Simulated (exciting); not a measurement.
Consider TaAgO3, space group R-3c.

```cif
data_structure
_symmetry_space_group_name_H-M 'P 1'
_symmetry_Int_Tables_number 1
_cell_length_a 5.6510
_cell_length_b 5.6510
_cell_length_c 5.6510
_cell_angle_alpha 59.120
_cell_angle_beta 59.120
_cell_angle_gamma 59.120
_cell_volume 125.04
loop_
_atom_site_label
_atom_site_type_symbol
_atom_site_fract_x
_atom_site_fract_y
_atom_site_fract_z
_atom_site_occupancy
Ta1 Ta 0.00000 0.00000 0.00000 1
Ta2 Ta 0.50000 0.50000 0.50000 1
Ag3 Ag 0.75000 0.75000 0.75000 1
Ag4 Ag 0.25000 0.25000 0.25000 1
O5 O 0.80653 0.25000 0.69347 1
O6 O 0.25000 0.69347 0.80653 1
O7 O 0.69347 0.80653 0.25000 1
O8 O 0.75000 0.30653 0.19347 1
O9 O 0.19347 0.75000 0.30653 1
O10 O 0.30653 0.19347 0.75000 1
```

Absorber: atom 3, with 3 O at 2.47 Å, 6 O at 2.84 Å and 3 O at 3.10 Å (distorted cuboctahedral, site symmetry 32). Method: exciting, all-electron LAPW+lo, LDA, exchange and screened direct term (singlet BSE), 2×2×2 shifted k points, 52 conduction bands, |G+q| up to 3 bohr⁻¹ (2 in the exchange term), full RPA screening with nempty = 86, Lorentzian half width 1.2 eV.

Question: Predict the Ag L₃ near-edge structure at this level.

Bound core exciton? Undecided on this mesh: the first bright state (over 5 % of the brightest) lies at -0.30 eV from the Kohn–Sham onset and at -0.50 eV from the lowest bare transition of its own mesh. Maxima (height): 1.0 eV (0.26), 11.5 eV (1.00) and 15.5 eV (0.82).

Energy from the Kohn–Sham onset, core level to the lowest empty state found on the meshes used; Im ε in relative units:

| E (eV) | Im ε |
| --- | --- |
| -5.5 | 0.03 |
| -5.0 | 0.03 |
| -4.5 | 0.03 |
| -4.0 | 0.04 |
| -3.5 | 0.04 |
| -3.0 | 0.05 |
| -2.5 | 0.06 |
| -2.0 | 0.07 |
| -1.5 | 0.10 |
| -1.0 | 0.13 |
| -0.5 | 0.18 |
| 0.0 | 0.22 |
| 0.5 | 0.25 |
| 1.0 | 0.26 |
| 1.5 | 0.25 |
| 2.0 | 0.24 |
| 2.5 | 0.22 |
| 3.0 | 0.19 |
| 3.5 | 0.18 |
| 4.0 | 0.18 |
| 4.5 | 0.20 |
| 5.0 | 0.23 |
| 5.5 | 0.25 |
| 6.0 | 0.28 |
| 6.5 | 0.30 |
| 7.0 | 0.33 |
| 7.5 | 0.35 |
| 8.0 | 0.37 |
| 8.5 | 0.40 |
| 9.0 | 0.44 |
| 9.5 | 0.53 |
| 10.0 | 0.68 |
| 10.5 | 0.86 |
| 11.0 | 0.97 |
| 11.5 | 1.00 |
| 12.0 | 0.97 |
| 12.5 | 0.91 |
| 13.0 | 0.83 |
| 13.5 | 0.76 |
| 14.0 | 0.74 |
| 14.5 | 0.77 |
| 15.0 | 0.80 |
| 15.5 | 0.82 |
| 16.0 | 0.79 |
| 16.5 | 0.75 |
| 17.0 | 0.71 |
| 17.5 | 0.68 |
| 18.0 | 0.65 |
| 18.5 | 0.62 |
| 19.0 | 0.60 |
| 19.5 | 0.58 |
| 20.0 | 0.57 |
| 20.5 | 0.55 |
| 21.0 | 0.52 |
| 21.5 | 0.50 |
| 22.0 | 0.49 |
| 22.5 | 0.48 |

Binding energies aren't converged on 8 k points, and fine structure above the first lines is partly noise of the mesh. The kernel cutoff is low for a compact core orbital, so the effect of exchange is a lower bound. The zero comes from the unshifted 3×3×3 ground-state mesh; it is exact only where the band minimum lies on that mesh. The conduction states carry no spin here, so the exchange coupling to the spinor core hole is only partly held. This core level is treated alone, with no coupling to its spin–orbit partner. The structure is a Materials Project entry, computed there, and may be a hypothetical form.

[Banner, clock and machine lines of the logs are left out without a mark of their own.]

[Logs are printed without paths, hosts, clocks, repeated set-up lines and the standing remarks that a program may print on its own settings, such as how far it seeks lower states.]

[Hosts, paths, dates, database ids (printed as entryN), source tags and the programs' standing remarks are cut or masked in the printed files.]
